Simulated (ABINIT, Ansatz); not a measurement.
Computed results, one entry a study.

### How the form of the self-energy moves the gap of ZnS2 (Pa-3)

It takes space group Pa-3 (No. 205, cubic). Conventional cell: a = 5.945 Å, b = 5.945 Å, c = 5.945 Å, α = 90.00°, β = 90.00°, γ = 90.00°. Zn has 6 S at 2.52 Å nearest. Nearest to S lie 1 S at 2.06 Å and 3 Zn at 2.52 Å. Farther neighbours, and contacts between anions beyond the nearest, are not listed.

- method: RPA screening on LDA, plane waves, norm-conserving pseudopotentials (and 3 further levels or steps)
- program: ABINIT 10.8.3
- settings: cutoff 30 Ha, PseudoDojo scalar-relativistic 0.4.1 standard, norm-conserving, potential set dojo-sr-lda-0.4.1-standard, ngkpt (2, 2, 2), nband 323, ecuteps 6.5 Ha, inclvkb 2, shiftk (0, 0, 0), symchi 1, awtr 1, frequency ppm, 2×2×2 k-mesh
- notes: The program’s warnings: nproc spkpt=  >= nkpt= * nsppol=. The cell and positions are those that the Materials Project relaxed with its own functionals (PBE, PBE+U or r2SCAN), kept fixed. The 2×2×2 mesh is coarse for this cell, which bears on the long-range parts of exchange and screening.
- G0W0, Godby-Needs plasmon pole: 2.677 eV
- G0W0, von der Linden-Horsch plasmon pole: 2.720 eV
- G0W0, Hybertsen-Louie plasmon pole: 2.699 eV
- one-shot Hartree-Fock: 9.051 eV
- known limits: short of the basis limit; coarse k mesh

G0W0, von der Linden-Horsch plasmon pole: +0.043 eV against G0W0, Godby-Needs plasmon pole. G0W0, Hybertsen-Louie plasmon pole: +0.022 eV against G0W0, Godby-Needs plasmon pole.

[Paths, hosts, dates, memory and timing lines, banners, echoed tables and standing remarks are left out of the program output; an Ansatz launch command may be rebuilt from the run's recorded settings. Measured values are a selection of at most five: reports struck by readers or far from the other reports are left out. None is set beside runs whose start may be inverted or whose files or cutoffs have a known fault.]

[Runs of the session that timed out or met a known fault of the program may be left out.]

[Hosts, paths, dates, database ids (printed as entryN), source tags and the programs' standing remarks are cut or masked in the printed files.]

[G0W0 gaps are taken among the corrected bands and points alone; a level outside them can change the order at an edge.]

[Where Ansatz stands beside ABINIT at settings called matched, ABINIT's density can come from a denser mesh and the files from another edition; pairs whose starting gaps differed by over 0.03 eV were left out, so agreement reads better than it is.]
